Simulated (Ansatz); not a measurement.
# Y2Ti2S2O5 (I4/mmm): a many-body input that goes wrong, and its mend

Aim: the G0W0 gap of Y2Ti2S2O5 (I4/mmm). The first input has a fault.

Calculated with Ansatz 0.2.0; G0W0 on r2SCAN, plane waves, PAW; PAW set soft_1.

### Step 1. Starting point

The structure is tetragonal, space group I4/mmm (No. 139). Conventional cell: a = 3.796 Å, b = 3.796 Å, c = 23.091 Å, α = 90.00°, β = 90.00°, γ = 90.00°. Nearest to Y lie 4 O at 2.46 Å and 5 S at 2.83 to 2.96 Å. Nearest to Ti lie 5 O at 1.81 to 1.96 Å and 1 S at 2.93 Å. Nearest to S lie 5 Y at 2.83 to 2.96 Å and 1 Ti at 2.93 Å. O has 2 Ti at 1.81 Å nearest. Nearest to O lie 2 Ti at 1.96 Å and 2 Y at 2.46 Å. Farther neighbours and most contacts between anions are not listed.

The cell and positions are those that the Materials Project relaxed with its own functionals (PBE, PBE+U or r2SCAN), kept fixed.

### Step 2. First try

File input.yaml:

```yaml
crystal:
  lattice:
    - [-1.898002, 1.898002, 11.54533]
    - [1.898002, -1.898002, 11.54533]
    - [1.898002, 1.898002, -11.54533]
  atoms:
    - { symbol: "Y", position: [0.666698, 0.666698, 0.0] }
    - { symbol: "Y", position: [0.333302, 0.333302, 0.0] }
    - { symbol: Ti, position: [0.921493, 0.921493, 0.0] }
    - { symbol: Ti, position: [0.078507, 0.078507, 0.0] }
    - { symbol: S, position: [0.794752, 0.794752, 0.0] }
    - { symbol: S, position: [0.205248, 0.205248, 0.0] }
    - { symbol: O, position: [0.0, 0.0, 0.0] }
    - { symbol: O, position: [0.900805, 0.400805, 0.5] }
    - { symbol: O, position: [0.599195, 0.099195, 0.5] }
    - { symbol: O, position: [0.400805, 0.900805, 0.5] }
    - { symbol: O, position: [0.099195, 0.599195, 0.5] }
kpoints:
  mp_grid: { grid: [4, 4, 4] }
hamiltonian:
  xc: r2scan
  pseudopotentials: { kind: paw, azcp: { folder: soft_1 } }
scf:
  occupations: { method: fixed }
  max_iter: 2
gw:
  n_empty_bands: 175
  ecut_chi: 60
  qp_bands: [v3, c3]
  qp_kpoints: band_edges
  screening: { model: contour_deformation }
```

The run is started by

```console
$ ansatz run input.yaml --threads 24 --pin off --max-ram 110592MiB --backend cuda --events-out ev --progress --plain --runs-dir out --devices 1 --max-vram 157GiB
```

Numbers of over 12 decimals in the logs are rounded to 6 here.

Log:

```text
GPUs: using 1 of 1 available (devices: 1).
Engine: ansatz 0.2.0, aarch64-unknown-linux-gnu
Pseudopotentials: kind: paw
Pseudopotential: Y, paw, valence charge 11, recommended cutoff 500 eV (meta_gga), soft_1/Y.paw.azcp
Pseudopotential: Ti, paw, valence charge 12, recommended cutoff 500 eV (meta_gga), soft_1/Ti.paw.azcp
Pseudopotential: S, paw, valence charge 6, recommended cutoff 500 eV (meta_gga), soft_1/S.paw.azcp
Pseudopotential: O, paw, valence charge 6, recommended cutoff 500 eV (meta_gga), soft_1/O.paw.azcp
Functional definition: r2SCAN
  parameter k0 = 0.174
  parameter k1 = 0.065
  parameter a1 = 4.9479
  exchange = r2scan_x(k0 = k0, k1 = k1, a1 = a1)
  correlation = r2scan_c
device memory: the entry about to start is reckoned to put 9.0 GiB on a device that reports 182.5 GiB free (of which the cap on the GPU budget leaves the run 157.0 GiB)
GPU FFT provider: cuFFT
GPU libraries: cuBLAS 13.8.1, cuFFT 12.4.0, cuSOLVER 12.3.2
GPU matrix products: emulated (plane waves: as basis.precision tells), large ones in fixed point in workspaces of 1.00 GiB
Crystal: 11 atoms, lattice volume = 166.364 Å³
Basis set: ecut = 500 eV, 4231 PW (Γ), exchange–correlation on 360×360×360 points (64 copies of the dense FFT grid, shifted against one another)
Bands: 55, of which v1, the nominal top of the filled ones, is band 44 counted from 1 (43 counted from 0)
Symmetry: 16 space group operations
Space group: I4/mmm (ITA 139), of the structure as read, at distance tolerance 5.5e-5 Å
k-points: 13 of 64
Non-local potential: Y, projectors of the file, l = 0: 3, l = 1: 2, l = 2: 2, l = 3: 1
Non-local potential: Ti, projectors of the file, l = 0: 3, l = 1: 2, l = 2: 3, l = 3: 1
Non-local potential: S, projectors of the file, l = 0: 2, l = 1: 2, l = 2: 1
Non-local potential: O, projectors of the file, l = 0: 2, l = 1: 2, l = 2: 1
PAW form: soft (Blöchl's): semilocal exchange-correlation on the pseudo side does not see the compensation charge
PAW frozen core: Y, regenerated for the run's functional (the file was generated under x = pbe(κ = 0.804, μ = 0.219515), c = pbe(β = 0.066725))
PAW frozen core: Ti, regenerated for the run's functional (the file was generated under x = pbe(κ = 0.804, μ = 0.219515), c = pbe(β = 0.066725))
PAW frozen core: S, regenerated for the run's functional (the file was generated under x = pbe(κ = 0.804, μ = 0.219515), c = pbe(β = 0.066725))
PAW frozen core: O, regenerated for the run's functional (the file was generated under x = pbe(κ = 0.804, μ = 0.219515), c = pbe(β = 0.066725))
PAW one-centre angular grid: Y, 590 points (default); XC on 160 Gauss nodes
PAW one-centre angular grid: Ti, 590 points (default); XC on 160 Gauss nodes
PAW one-centre angular grid: S, 302 points (default); XC on 160 Gauss nodes
PAW one-centre angular grid: O, 302 points (default); XC on 160 Gauss nodes
Initial density: superposition of atomic densities (chi_scale 0.1, normalization cell, long waves of neutral atoms (reshape's long-wave potential 2.92 eV rms, cloud 2.95 Å wide))
Initial wavefunctions: pseudopotential atomic-orbital guess
GPU buffer pool allocated for 729000 grid points (all kernels)
GPU transforms: local potential and band sums: pruned to the plane-wave sphere, on 90×90×90
Functional: x = r2scan, c = r2scan; τ floored in thin density (d = 2e-4 eV/Å³)
SCF iter   1: F=—  HF=-17406.011094 eV  |F-HF|=—  |Δ(HF+E_count)|=         —  Δρ=4.91e-2  dr2=1.19e1  dr2_τ=5.28e-1  ethr=3.10e-3  ⟨swp⟩=15.8  Hψ=7745  notcnv=0
preconditioner: auto → Resta (q_TF=auto, 2.454 Å⁻¹)  ε∞=4.1  [insulator: Δε(μ)=2.457 eV  Ē_g=13.591 eV  n_scr=44 (ndim 8)  ℏωp=23.7 eV  f_vac=0.046  ε∞_Penn≈4.1]
SCF iter   2: F=—  HF=-17404.918164 eV  |F-HF|=—  |Δ(HF+E_count)|=    1.09e0  Δρ=2.41e-2  dr2=1.68e0  dr2_τ=7.93e-2  ethr=3.10e-3  ⟨swp⟩=12.9  Hψ=6961  notcnv=0
Error: did not converge after 2 iterations: dr2 = 1.68e0 (threshold 1.00e-7), under the density mixer `msr1`, which `scf.mixing.algorithm: auto` chose by the deck's other keys (type `scf.mixing.algorithm: msr1` to keep it); at k-index 0, counted from 0 in this SCF's own list of k-points, the highest band that the last eigensolve's fill by count filled, 7.502605 eV, and the lowest that it left empty, 9.514166 eV, lay  [...]
```

The job ended after 2 s (1 × NVIDIA GB200 with 24 threads of Arm Neoverse V2, shared host; peak memory 1.2 GiB).

**Diagnosis.**

The run stopped without converging, so none of its numbers is a property of the system.

The program's message: “Error: did not converge after 2 iterations: dr2 = 1.68e0 (threshold 1.00e-7), under the density mixer `msr1`, which `scf.mixing.algorithm: auto` chose by the deck's other keys (type `scf.mixing.algori …”

The fault: too few SCF iterations. The ground state must converge before anything is built on it.

### Step 3. A better input

G0W0 replaces the xc potential by the self-energy, built once from these orbitals. Only a window of levels is corrected, while the sums run over the empty bands that the input names. This step takes PAW set soft_1 files.

Changes to input.yaml since step 2:

```diff
@@ -24,6 +24,5 @@
   occupations: { method: fixed }
-  max_iter: 2
 gw:
-  n_empty_bands: 175
-  ecut_chi: 60
+  n_empty_bands: 355
+  ecut_chi: 96
   qp_bands: [v3, c3]
```

Log:

```text
GPUs: using 1 of 1 available (devices: 1).
[...]
Crystal: 11 atoms, lattice volume = 166.364 Å³
Basis set: ecut = 500 eV, 4231 PW (Γ), exchange–correlation on 360×360×360 points (64 copies of the dense FFT grid, shifted against one another)
Bands: 55, of which v1, the nominal top of the filled ones, is band 44 counted from 1 (43 counted from 0)
[... 1 set-up line as in the run before ...]
[...]
k-points: 13 of 64
[...]
SCF iter   1: F=—  HF=-17406.010356 eV  |F-HF|=—  |Δ(HF+E_count)|=         —  Δρ=4.90e-2  dr2=1.19e1  dr2_τ=5.29e-1  ethr=3.10e-3  ⟨swp⟩=5.5  Hψ=2454  notcnv=0  defer=97
[...]
SCF iter   6: F=—  HF=-17404.968899 eV  |F-HF|=—  |Δ(HF+E_count)|=   2.78e-3  Δρ=6.61e-4  dr2=1.25e-3  dr2_τ=7.12e-5  ethr=9.48e-6  ⟨swp⟩=2.0  Hψ=1156  notcnv=0  defer=116
[...]
ik  band        ε_KS         Σx   Σc(E_QP)       V_xc       Z   E_QP_lin       E_QP  E_QP is
     0    42      8.1031   -19.2013     2.4109   -16.4526  0.7668     7.7635     7.7652  root
     0    43      8.3820   -18.7939     2.2104   -16.1907  0.7757     7.9872     7.9892  root
     0    44      8.3820   -18.7939     2.2104   -16.1907  0.7757     7.9872     7.9892  root
     0    45      9.5352   -12.6468    -6.7630   -20.6373  0.7301    10.7953    10.7627  root
     0    46      9.5589   -12.6754    -6.7940   -20.7017  0.7293    10.8243    10.7912  root
     0    47     10.7484   -13.9218    -6.5738   -21.7412  0.7123    12.0394    11.9941  root
     1    42      7.2862   -19.3270     2.7072   -16.2981  0.7598     6.9627     6.9644  root
     1    43      7.6490   -18.7516     2.4189   -15.9180  0.7695     7.2318     7.2343  root
[...]
12    44      8.3818   -18.7815     2.2068   -16.1811  0.7757     7.9861     7.9881  root
    12    45      9.5365   -12.6505    -6.7694   -20.6483  0.7300    10.7977    10.7649  root
    12    46      9.5576   -12.6715    -6.7874   -20.6903  0.7295    10.8220    10.7889  root
    12    47     10.7533   -13.9120    -6.5940   -21.7523  0.7119    12.0452    11.9996  root
[key lines of the parts left out:]
SCF converged after 11 iterations
```

Wall time 16 s (1 × NVIDIA GB200 with 24 threads); peak memory 4.2 GiB; 56 s of CPU time.

Numbers from this step:

```yaml
bands_summed: 399
rpa_eps_infinity_on_this_mesh_eigenvalues: 5.820, 5.855, 5.855
plane_waves_in_the_screening_matrix: 343
q_points_in_the_mesh: 64
g0w0_gap_on_the_mesh: 2.774 eV
k_of_the_valence_top: 0, 0, 0
k_of_the_conduction_bottom: 0, 0, 0
starting_gap_on_the_mesh: 1.153 eV
z_at_the_valence_top: 0.7757
z_at_the_conduction_bottom: 0.7301
least_direct_g0w0_gap_on_the_computed_points: 2.774 eV
```

The gap on the mesh goes from 1.15 eV to 2.77 eV, a correction of +1.62 eV. Between the two edge states, bare exchange in place of the xc potential would open the gap by 10.59 eV, and correlation takes back 8.97 eV.

### Step 4. Outcome

```
first try  : not converged after 2 s
better run : G0W0 gap on the mesh 2.77 eV (4×4×4 mesh, 355 empty bands, screening to 96 eV, PAW set soft_1 files)
```

What this shows: The second run differs in: empty bands, screening cutoff (eV) and iteration cap. Bands and cutoff are finite, so the gap is not at the basis limit. The miss can reach some tenths of an eV and take either sign; the mesh is an error of its own. The many-body steps are scalar-relativistic: spin-orbit coupling is not in them.

[Paths, hosts, dates, memory and timing lines, banners, echoed tables and standing remarks are left out of the program output.]

[Logs are printed without paths, hosts, clocks, repeated set-up lines and the standing remarks that a program may print on its own settings, such as how far it seeks lower states.]

[Runs of the session that timed out or met a known fault of the program may be left out.]

[Cells called generated may have been cut or substituted from an entry of the Crystallography Open Database or the Materials Project.]

[Hosts, paths, dates, database ids (printed as entryN), source tags and the programs' standing remarks are cut or masked in the printed files.]
